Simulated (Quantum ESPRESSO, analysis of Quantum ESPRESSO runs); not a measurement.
# Monovacancy in Cu: vacancy formation against experiment (Quantum ESPRESSO), part 2 of 2

Aim: the vacancy formation of the monovacancy in Cu, to be set beside the measurement. Set-up: PBE, SSSP 1.3 efficiency PBE, 32-site cell, PBE lattice, k: 4x4x4. The model is a cell of 32 host atoms with 1 Cu taken out. The formation energy is the energy of the cell with the vacancy less that of the same number of atoms in the perfect cell. Other potentials or another program check that the number doesn't hang on one set of files.

Quantum ESPRESSO 7.5; PBE, SSSP 1.3 efficiency PBE, 32-site cell, PBE lattice, k: 4x4x4.

So far: Starting point; Relaxation, charge 0.

## 3. Defect-free supercell

The perfect cell is run with the same cutoff and k-points as the defect cell, so that sampling errors largely cancel in the difference.

This step: Quantum ESPRESSO plane-wave DFT, PBE, SSSP 1.3 efficiency PBE potentials; single point of a defect-free cell.

System of this step: The structure is cubic, space group Fm-3m (No. 225). Conventional cell: a = 3.627 Å, b = 3.627 Å, c = 3.627 Å, α = 90.00°, β = 90.00°, γ = 90.00°. Nearest to Cu lie 12 Cu at 2.56 Å.

The input, pw.in:

```
&CONTROL
  calculation = 'scf'
  prefix = 'pwscf'
  outdir = './tmp'
  pseudo_dir = './pseudo'
  tprnfor = .true.
  disk_io = 'low'
/
&SYSTEM
  ibrav = 0
  nat = 32
  ntyp = 1
  ecutwfc = 55
  ecutrho = 440
  nbnd = 228
  occupations = 'smearing'
  smearing = 'mv'
  degauss = 0.00734986
/
&ELECTRONS
  conv_thr = 3d-08
  electron_maxstep = 100
  mixing_beta = 0.5
/
ATOMIC_SPECIES
Cu    63.5460 Cu.paw.z_11.ld1.psl.v1.0.0-low.upf
CELL_PARAMETERS angstrom
   7.2535322878    0.0000000000    0.0000000000
   0.0000000000    7.2535322878    0.0000000000
   0.0000000000    0.0000000000    7.2535322878
ATOMIC_POSITIONS crystal
Cu     0.0000000000    0.0000000000    0.0000000000
Cu     0.0000000000    0.2500000000    0.2500000000
Cu     0.2500000000    0.0000000000    0.2500000000
Cu     0.2500000000    0.2500000000    0.0000000000
Cu     0.0000000000    0.0000000000    0.5000000000
Cu     0.0000000000    0.2500000000    0.7500000000
Cu     0.2500000000    0.0000000000    0.7500000000
Cu     0.2500000000    0.2500000000    0.5000000000
[... 18 atom lines left out ...]
Cu     0.7500000000    0.5000000000    0.2500000000
Cu     0.7500000000    0.7500000000    0.0000000000
Cu     0.5000000000    0.5000000000    0.5000000000
Cu     0.5000000000    0.7500000000    0.7500000000
Cu     0.7500000000    0.5000000000    0.7500000000
Cu     0.7500000000    0.7500000000    0.5000000000
K_POINTS automatic
4 4 4 0 0 0
```

Command:

```
$ OMP_NUM_THREADS=1 mpirun -n 4 pw.x -nk 4 -in pw.in > pw.out
```

The program printed:

```text
[banner, memory and clock lines left out]
          URL

     file Cu.paw.z_11.ld1.psl.v1.0.0-low.upf: wavefunction(s)  4S 3D renormalized
     Found identity + (  0.0000  0.2500  0.2500) symmetry
     This is a supercell, fractional translations are disabled
     Message from routine setup:
     using ibrav=0 with symmetry is DISCOURAGED, use correct ibrav instead

     G-vector sticks info

     bravais-lattice index     =            0
     lattice parameter (alat)  =      13.7072  a.u.
     unit-cell volume          =    2575.4033 (a.u.)^3
     number of atoms/cell      =           32
     number of atomic types    =            1
     number of electrons       =       352.00
     number of Kohn-Sham states=          228
     kinetic-energy cutoff     =      55.0000  Ry
     charge density cutoff     =     440.0000  Ry
     scf convergence threshold =      3.0E-08
     mixing beta               =       0.5000
     number of iterations used =            8  plain     mixing
     Exchange-correlation= SLA  PW   PBX  PBC
                           (   1   4   3   4   0   0   0)

     celldm(1)=  13.707189  celldm(2)=   0.000000  celldm(3)=   0.000000
     celldm(4)=   0.000000  celldm(5)=   0.000000  celldm(6)=   0.000000

     crystal axes: (cart. coord. in units of alat)
               a(1) = (   1.000000   0.000000   0.000000 )
               a(2) = (   0.000000   1.000000   0.000000 )
               a(3) = (   0.000000   0.000000   1.000000 )

     reciprocal axes: (cart. coord. in units 2 pi/alat)
               b(1) = (  1.000000  0.000000  0.000000 )
               b(2) = (  0.000000  1.000000  0.000000 )
               b(3) = (  0.000000  0.000000  1.000000 )

     PseudoPot. # 1 for Cu read from file:
     Cu.paw.z_11.ld1.psl.v1.0.0-low.upf
     Pseudo is Projector augmented-wave + core cor, Zval = 11.0
     Generated using &quot;atomic&quot; code by A. Dal Corso  v.6.3MaX
     Shape of augmentation charge: PSQ
     Using radial grid of 1199 points,  6 beta functions with:
                l(1) =   0
                l(2) =   0
                l(3) =   1
                l(4) =   1
                l(5) =   2
                l(6) =   2
     Q(r) pseudized with 0 coefficients

     atomic species   valence    mass     pseudopotential
     Cu               11.00    63.54600     Cu( 1.00)

     48 Sym. Ops., with inversion, found

   Cartesian axes

     site n.     atom                  positions (alat units)
         1        Cu     tau(   1) = (   0.0000000   0.0000000   0.0000000  )
         2        Cu     tau(   2) = (   0.0000000   0.2500000   0.2500000  )
         3        Cu     tau(   3) = (   0.2500000   0.0000000   0.2500000  )
         4        Cu     tau(   4) = (   0.2500000   0.2500000   0.0000000  )
         5        Cu     tau(   5) = (   0.0000000   0.0000000   0.5000000  )
         6        Cu     tau(   6) = (   0.0000000   0.2500000   0.7500000  )
         7        Cu     tau(   7) = (   0.2500000   0.0000000   0.7500000  )
         8        Cu     tau(   8) = (   0.2500000   0.2500000   0.5000000  )
         9        Cu     tau(   9) = (   0.0000000   0.5000000   0.0000000  )
        10        Cu     tau(  10) = (   0.0000000   0.7500000   0.2500000  )
[...]
28        Cu     tau(  28) = (   0.7500000   0.7500000   0.0000000  )
        29        Cu     tau(  29) = (   0.5000000   0.5000000   0.5000000  )
        30        Cu     tau(  30) = (   0.5000000   0.7500000   0.7500000  )
        31        Cu     tau(  31) = (   0.7500000   0.5000000   0.7500000  )
        32        Cu     tau(  32) = (   0.7500000   0.7500000   0.5000000  )

     number of k points=    10  Marzari-Vanderbilt smearing, width (Ry)=  0.0073
                       cart. coord. in units 2pi/alat
        k(    1) = (   0.0000000   0.0000000   0.0000000), wk =   0.0312500
        k(    2) = (   0.0000000   0.0000000   0.2500000), wk =   0.1875000
        k(    3) = (   0.0000000   0.0000000  -0.5000000), wk =   0.0937500
        k(    4) = (   0.0000000   0.2500000   0.2500000), wk =   0.3750000
        k(    5) = (   0.0000000   0.2500000  -0.5000000), wk =   0.3750000
        k(    6) = (   0.0000000  -0.5000000  -0.5000000), wk =   0.0937500
        k(    7) = (   0.2500000   0.2500000   0.2500000), wk =   0.2500000
        k(    8) = (   0.2500000   0.2500000  -0.5000000), wk =   0.3750000
        k(    9) = (   0.2500000  -0.5000000  -0.5000000), wk =   0.1875000
        k(   10) = (  -0.5000000  -0.5000000  -0.5000000), wk =   0.0312500

     Dense  grid:   401807 G-vectors     FFT dimensions: (  96,  96,  96)

     Smooth grid:   142009 G-vectors     FFT dimensions: (  72,  72,  72)

     Initial potential from superposition of free atoms

     starting charge     351.9927, renormalised to     352.0000
     Starting wfcs are  288 randomized atomic wfcs
     Checking if some PAW data can be deallocated...

     Self-consistent Calculation

     iteration #  1     ecut=    55.00 Ry     beta= 0.50
     Davidson diagonalization with overlap
     ethr =  1.00E-02,  avg # of iterations =  3.8

     Threshold (ethr) on eigenvalues was too large:
     Diagonalizing with lowered threshold

     Davidson diagonalization with overlap
[...]
ethr =  1.84E-06,  avg # of iterations =  2.4

     total energy              =   -6819.08881616 Ry
     estimated scf accuracy    <       0.00360965 Ry

     iteration #  6     ecut=    55.00 Ry     beta= 0.50
     Davidson diagonalization with overlap
     ethr =  1.03E-06,  avg # of iterations =  1.0

     total energy              =   -6819.08852211 Ry
     estimated scf accuracy    <       0.00122764 Ry

     iteration #  7     ecut=    55.00 Ry     beta= 0.50
     Davidson diagonalization with overlap
     ethr =  3.49E-07,  avg # of iterations =  2.0

     total energy              =   -6819.08876236 Ry
     estimated scf accuracy    <       0.00003740 Ry

     iteration #  8     ecut=    55.00 Ry     beta= 0.50
     Davidson diagonalization with overlap
     ethr =  1.06E-08,  avg # of iterations =  2.5

     total energy              =   -6819.08876001 Ry
     estimated scf accuracy    <       0.00002397 Ry

     iteration #  9     ecut=    55.00 Ry     beta= 0.50
     Davidson diagonalization with overlap
     ethr =  6.81E-09,  avg # of iterations =  1.2

     total energy              =   -6819.08875950 Ry
     estimated scf accuracy    <       0.00000646 Ry

     iteration # 10     ecut=    55.00 Ry     beta= 0.50
     Davidson diagonalization with overlap
     ethr =  1.84E-09,  avg # of iterations =  2.0

     total energy              =   -6819.08875999 Ry
     estimated scf accuracy    <       0.00000040 Ry

     iteration # 11     ecut=    55.00 Ry     beta= 0.50
     Davidson diagonalization with overlap
     ethr =  1.13E-10,  avg # of iterations =  2.6

     total energy              =   -6819.08876003 Ry
     estimated scf accuracy    <       0.00000003 Ry

     iteration # 12     ecut=    55.00 Ry     beta= 0.50
     Davidson diagonalization with overlap
     ethr =  8.98E-12,  avg # of iterations =  4.0

     End of self-consistent calculation

          k = 0.0000 0.0000 0.0000 ( 17773 PWs)   bands (ev):

     3.1696   5.9197   5.9197   5.9197   5.9197   5.9197   5.9197   7.4723
     7.4723   7.4723   7.4723   7.6822   7.6822   7.6822   7.8233   7.8233
     7.8233   7.8233   7.8233   7.8233   7.8233   7.8233   7.8233   7.8233
     7.8233   7.8233   8.1460   8.1460   8.1460   8.4207   8.4207   8.4207
     8.4207   8.4207   8.4207   8.8217   8.8217   8.8217   8.8217   8.8217
     8.8217   9.0244   9.0244   9.0244   9.0244   9.0244   9.0244   9.0244
     9.0244   9.0244   9.0244   9.0244   9.0244   9.0303   9.0303   9.0303
     9.0304   9.0304   9.0304   9.0304   9.0304   9.0304   9.0304   9.0304
     9.0304   9.2374   9.2374   9.2374   9.2374   9.2374   9.2374   9.2374
     9.2374   9.2374   9.2374   9.2374   9.2374   9.5025   9.5025   9.5025
[...]
22.1337  22.1337  22.1337  22.1337

          k = 0.0000 0.0000 0.2500 ( 17732 PWs)   bands (ev):

[...]
22.2734  22.9930  22.9930  22.9930

          k = 0.0000 0.0000-0.5000 ( 17704 PWs)   bands (ev):

[...]
23.3324  23.3324  23.3324  23.3324

          k = 0.0000 0.2500 0.2500 ( 17755 PWs)   bands (ev):

[...]
23.2485  23.2486  23.5255  23.5259

          k = 0.0000 0.2500-0.5000 ( 17748 PWs)   bands (ev):

[...]
23.5582  23.5583  23.6449  23.6449

          k = 0.0000-0.5000-0.5000 ( 17780 PWs)   bands (ev):

[...]
24.0688  24.0688  24.0691  24.0691

          k = 0.2500 0.2500 0.2500 ( 17755 PWs)   bands (ev):

[...]
23.2851  23.2851  23.3889  23.3889

          k = 0.2500 0.2500-0.5000 ( 17712 PWs)   bands (ev):

[...]
23.3080  23.3080  24.1195  24.1195

          k = 0.2500-0.5000-0.5000 ( 17764 PWs)   bands (ev):

[...]
24.5326  24.5326  24.5326  24.5326

          k =-0.5000-0.5000-0.5000 ( 17784 PWs)   bands (ev):

[...]
13.4312  13.4312  13.4312  13.4312  13.4312  13.4312  13.4312  13.4312
    19.1458  19.1458  19.1458  19.1458  19.1458  19.1458  19.1458  19.1458
    19.1458  19.1458  19.1458  19.1458  19.1458  19.1458  19.1458  19.1458
    19.1458  19.1458  19.1458  19.1458  19.1458  19.1458  19.1458  19.1458
    24.8543  24.8543  24.8543  24.8543  24.8543  24.8544  24.8544  24.8546
    24.9734  24.9734  24.9734  24.9734

     the Fermi energy is    12.4637 ev

!    total energy              =   -6819.08876004 Ry
     total all-electron energy =   -105919.241275 Ry
     estimated scf accuracy    <          3.8E-09 Ry
     smearing contrib. (-TS)   =       0.00037713 Ry
     internal energy E=F+TS    =   -6819.08913717 Ry

     The total energy is F=E-TS. E is the sum of the following terms:
     one-electron contribution =    -910.86088549 Ry
     hartree contribution      =     985.10608157 Ry
     xc contribution           =   -1428.02726760 Ry
     ewald contribution        =   -2590.25907575 Ry
     one-center paw contrib.   =   -2875.04798990 Ry

     convergence has been achieved in  12 iterations

     Forces acting on atoms (cartesian axes, Ry/au):

     atom    1 type  1   force =     0.00000000    0.00000000    0.00000000
     atom    2 type  1   force =    -0.00000000    0.00001113    0.00001113
     atom    3 type  1   force =     0.00001113   -0.00000000    0.00001113
     atom    4 type  1   force =     0.00001113    0.00001113    0.00000000
     atom    5 type  1   force =     0.00000000    0.00000000    0.00000000
     atom    6 type  1   force =     0.00000000    0.00001113   -0.00001113
     atom    7 type  1   force =     0.00001113   -0.00000000   -0.00001113
     atom    8 type  1   force =    -0.00000972   -0.00000972    0.00000000
     atom    9 type  1   force =     0.00000000    0.00000000    0.00000000
     atom   10 type  1   force =    -0.00000000   -0.00001113    0.00001113
[...]
atom   28 type  1   force =    -0.00001113   -0.00001113   -0.00000000
     atom   29 type  1   force =     0.00000000    0.00000000    0.00000000
     atom   30 type  1   force =     0.00000000    0.00000972    0.00000972
     atom   31 type  1   force =     0.00000972    0.00000000    0.00000972
     atom   32 type  1   force =     0.00000972    0.00000972    0.00000000

     Total force =     0.000072     Total SCF correction =     0.000138
     SCF correction compared to forces is large: reduce conv_thr to get better values
```

It took 12 min on 4 MPI ranks of Arm Neoverse V2, shared host; peak memory 3.8 GiB; 50 min of CPU time.

## 4. Outcome

```json
{
 "energy gained by relaxing the atoms": "0.03 eV",
 "vacancy formation energy at fixed volume, 0 K": "1.09 eV"
}
```

In words: Vacancy formation energy: computed 1.09 eV, measured 1.28 eV and 1.19 eV; 0.10 eV below the nearest measurement. The calculation is for 0 K; measured enthalpies come from near the melting point and hold vibrational and anharmonic parts. Semilocal functionals misjudge the energy of a vacancy's internal surface; LDA and PBEsol usually give larger values than PBE. Limits: the periodic copies of the defect are only 7.3 Å apart.

[Logs are printed without paths, hosts, clocks, repeated set-up lines and the standing remarks that a program may print on its own settings, such as how far it seeks lower states.]

[Hosts, paths, dates, database ids (printed as entryN), source tags and the programs' standing remarks are cut or masked in the printed files.]

[For some hosts the program warned that the k-mesh of the response run may be too coarse for force constants and the static dielectric constant; such warnings are not shown here.]
